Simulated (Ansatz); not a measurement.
# Ti2CO2 monolayer: phonons and vibrational spectra, part 3 of 3

Aim: the vibrations of Ti2CO2 monolayer, their spectra, and whether the structure is stable.

Ansatz 0.2.0; DFT PBE, scalar-relativistic, plane waves, PAW; PAW set soft_1.

So far. Step 4 (Tight relaxation): The largest force component left is 0.25 meV/Å, within the tolerances set. Step 5 (Modes at Γ): Before it was imposed, the acoustic sum rule was missed by 1.2e-4 eV/Å² and the charge sum rule by 0.0030 e. Small misses are needed for a sound result but don't prove that mesh and cutoff are converged. The lowest optical mode is real, 126 cm⁻¹.

**6. The dispersion (continued)**

The partial phonon density of states has structure finer than the step of the table below, so its rows give means over 25 cm⁻¹, whole bins alone (the curve runs from -10 to 780 cm⁻¹). Peaks (cm⁻¹: height): C 521.9: 0.0227, 631.2: 0.0129, 675.9: 0.0158, 705.8: 0.0165; O 392.6: 0.0547, 516.9: 0.0243, 546.7: 0.0256; Ti 144.1: 0.0362, 183.9: 0.0383, 243.5: 0.0172, 278.3: 0.0149, 313.1: 0.0164, 377.7: 0.0126, 546.7: 0.0107.

Phonopy on the run's constants, 21x21x1 mesh, Gaussian sigma 5.6 cm-1. Interpolated from a 4×4×1 q mesh. The partial phonon density of states by wavenumber; means over each step; values in 1/cm⁻¹/cell:

```tsv
wavenumber (cm⁻¹)	C	O	Ti
25	1.2e-4	3.3e-4	0.00103
50	2.0e-4	5.6e-4	0.00188
75	2.5e-4	6.8e-4	0.00280
100	3.3e-4	9.2e-4	0.00531
125	4.2e-4	0.00145	0.0212
150	2.2e-4	0.00121	0.0344
175	2.9e-4	7.3e-4	0.0341
200	3.5e-4	7.7e-4	0.0240
225	5.7e-4	0.00218	0.0135
250	8.6e-4	0.00356	0.0124
275	1.0e-3	0.00547	0.0127
300	0.00139	0.00696	0.0114
325	0.00171	0.00967	0.0121
350	0.00250	0.0156	0.00572
375	0.00273	0.0309	0.0103
400	0.00255	0.0436	0.00512
425	0.00181	0.0172	0.00149
450	0.00219	0.0135	0.00205
475	0.00147	0.0100	0.00199
500	0.00481	0.0175	0.00577
525	0.0169	0.0213	0.00753
550	0.00839	0.0180	0.00699
575	0.00528	0.00543	0.00157
600	0.00446	6.8e-4	2.4e-4
625	0.0111	0.00126	4.6e-4
650	0.0104	0.00213	6.1e-4
675	0.0139	0.00327	0.00100
700	0.0140	0.00342	9.7e-4
725	0.00800	0.00146	7.4e-4
750	0.00168	7.3e-5	1.5e-4
```

Harmonic thermodynamic functions per atom, from the density of states. Interpolated from a 4×4×1 q mesh. Thermodynamic functions, by row:

```tsv
T (K)	F_vib (meV/atom)	S (J/mol-atom/K)	C_V (J/mol-atom/K)
0	72.45	0	0
100	71.47	3.009	5.898
200	64.96	9.705	13.85
300	51.43	16.29	18.43
400	31.53	21.95	20.82
500	6.23	26.75	22.14
600	-23.68	30.86	22.93
700	-57.56	34.44	23.43
800	-94.92	37.59	23.77
900	-135.4	40.4	24
1000	-178.6	42.94	24.17
```

Symmetry leaves 4 wavevectors to solve. The lowest mode among them, the acoustic zeros apart, lies at q = (0, 0.25, 0) and is real, 125 cm⁻¹.

**7. Isotope substitution, element C, natural mass 12.011 amu**

An isotope changes the mass and not the force constants, so no new electronic calculation is needed; the shifts show which modes move this element.

The same force constants with the mass of C changed from 12.011 to 13.003 u (phonopy, no LO-TO term). Both lists are sorted by frequency; levels can cross, so a row need not hold one and the same mode. Modes under 3 cm⁻¹ are left out. Isotope shifts, by row, the first 40 of 57 rows:

```tsv
q	rank	natural mass (cm⁻¹)	changed mass (cm⁻¹)
0 0 0	4	126.4	126.4
0 0 0	5	126.4	126.4
0 0 0	6	226.3	224.3
0 0 0	7	226.3	224.3
0 0 0	8	284.5	284.5
0 0 0	9	405.7	405.7
0 0 0	10	405.7	405.7
0 0 0	11	508.8	495.1
0 0 0	12	508.8	495.1
0 0 0	13	577.5	577.3
0 0 0	14	587.1	587.1
0 0 0	15	747.9	721.6
0 0.25 0	1	124.9	124.7
0 0.25 0	2	127.6	127.5
0 0.25 0	3	163.1	163.1
0 0.25 0	4	231.9	231.6
0 0.25 0	5	248	247.5
0 0.25 0	6	294.3	294
0 0.25 0	7	308.6	305.6
0 0.25 0	8	349.3	348
0 0.25 0	9	380.8	380.6
0 0.25 0	10	467.4	464.6
0 0.25 0	11	521.3	506.5
0 0.25 0	12	537.3	536.9
0 0.25 0	13	551.2	548.9
0 0.25 0	14	665.8	647.9
0 0.25 0	15	709	687.7
0 -0.5 0	1	157.1	157.1
0 -0.5 0	2	159	159
0 -0.5 0	3	177.3	177.1
0 -0.5 0	4	180	180
0 -0.5 0	5	313.1	312.2
0 -0.5 0	6	379.5	378
0 -0.5 0	7	392	388.6
0 -0.5 0	8	392.1	392.1
0 -0.5 0	9	393.7	393.7
0 -0.5 0	10	496	485.6
0 -0.5 0	11	496.9	495.9
0 -0.5 0	12	502.8	496.9
0 -0.5 0	13	547.8	547.8
```

A mode of this element alone would shift by -3.89 %. The highest zone-centre frequency without the field goes from 747.9 to 721.6 cm⁻¹ (-3.5 %). The product of the frequency ratios over all optical modes at Γ is 0.897; the product rule, (m/m′)^(3k/2) (M′/M)^(3/2) with k = 1 such atoms and M the mass of the cell, gives 0.897.

**8. Another isotope, element O, natural mass 15.999 amu**

The same for O, from 16.00 to 18.00 u.

The same force constants with the mass of O changed from 15.999 to 17.999 u (phonopy, no LO-TO term). Both lists are sorted by frequency; levels can cross, so a row need not hold one and the same mode. Modes under 3 cm⁻¹ are left out. Isotope shifts, by row, the first 40 of 57 rows:

```tsv
q	rank	natural mass (cm⁻¹)	changed mass (cm⁻¹)
0 0 0	4	126.4	125.5
0 0 0	5	126.4	125.5
0 0 0	6	226.3	220.1
0 0 0	7	226.3	220.1
0 0 0	8	284.5	278.8
0 0 0	9	405.7	385.1
0 0 0	10	405.7	385.1
0 0 0	11	508.8	500.3
0 0 0	12	508.8	500.3
0 0 0	13	577.5	552.4
0 0 0	14	587.1	564.9
0 0 0	15	747.9	747.7
0 0.25 0	1	124.9	123.8
0 0.25 0	2	127.6	127.3
0 0.25 0	3	163.1	162.6
0 0.25 0	4	231.9	230.2
0 0.25 0	5	248	244.1
0 0.25 0	6	294.3	289.6
0 0.25 0	7	308.6	295.3
0 0.25 0	8	349.3	333.9
0 0.25 0	9	380.8	360.1
0 0.25 0	10	467.4	448.1
0 0.25 0	11	521.3	514.4
0 0.25 0	12	537.3	514.6
0 0.25 0	13	551.2	529.7
0 0.25 0	14	665.8	660.8
0 0.25 0	15	709	702.8
0 -0.5 0	1	157.1	157.1
0 -0.5 0	2	159	159
0 -0.5 0	3	177.3	177.3
0 -0.5 0	4	180	180
0 -0.5 0	5	313.1	304.7
0 -0.5 0	6	379.5	359.2
0 -0.5 0	7	392	371.2
0 -0.5 0	8	392.1	377.5
0 -0.5 0	9	393.7	378.9
0 -0.5 0	10	496	469.7
0 -0.5 0	11	496.9	477
0 -0.5 0	12	502.8	500.7
0 -0.5 0	13	547.8	533.4
```

A mode of this element alone would shift by -5.72 %. The highest zone-centre frequency without the field goes from 747.9 to 747.7 cm⁻¹ (-0.0 %). The product of the frequency ratios over all optical modes at Γ is 0.733; the product rule, (m/m′)^(3k/2) (M′/M)^(3/2) with k = 2 such atoms and M the mass of the cell, gives 0.733.

**9. Isotope substitution, element Ti, natural mass 47.867 amu**

The same for Ti, from 47.87 to 49.94 u.

A mode of this element alone would shift by -2.10 %. The highest zone-centre frequency without the field goes from 747.9 to 746.5 cm⁻¹ (-0.2 %). The product of the frequency ratios over all optical modes at Γ is 0.920; the product rule, (m/m′)^(3k/2) (M′/M)^(3/2) with k = 2 such atoms and M the mass of the cell, gives 0.920.

**10. What came out**

| Property | Result |
| --- | --- |
| space group after relaxation (within 0.01 Å) | P-3m1 |
| area per atom | 1.59 Å² |
| gap on the k-mesh | 0.332 eV |
| highest optical mode at the zone centre (no LO-TO term) | 748 cm⁻¹ |
| lowest optical zone-centre mode | 126 cm⁻¹ |
| largest Born charge (third of the trace) | 4.82 e |
| lowest mode on the q mesh (acoustic modes at Γ apart) | 125 cm⁻¹ |
| highest frequency on the path or at a solved wavevector | 748 cm⁻¹ |
| zero-point energy per atom | 72.5 meV |
| heat capacity at 300 K | 18.4 J/(mol atoms K) |
| vibrational entropy at 300 K | 16.3 J/(mol atoms K) |
| imaginary modes on the 4×4×1 q mesh | none |

In words: The structure is a minimum as far as tested: no mode is imaginary at the 4 irreducible wavevectors of the 4×4×1 mesh, and the softest away from the acoustic zeros lies at 125 cm⁻¹. Without the field, the optical modes at Γ span 126 to 748 cm⁻¹. The highest mode in this list at Γ, 747.9 cm⁻¹, is mostly motion of C (91 % of the kinetic energy). The strongest infrared line is at 225 cm⁻¹. In a sheet or slab the interpolated bending branch near Γ is rough, since the rotational sum rule isn't imposed. Dielectric tensors refer to the cell with its vacuum. The starting cell was built on a prototype and not taken from a measurement. These are harmonic frequencies at zero temperature: anharmonic shifts, linewidths and thermal expansion are left out.

[Logs are printed without paths, hosts, clocks, repeated set-up lines and the standing remarks that a program may print on its own settings, such as how far it seeks lower states.]

[Hosts, paths, dates, database ids (printed as entryN), source tags and the programs' standing remarks are cut or masked in the printed files.]
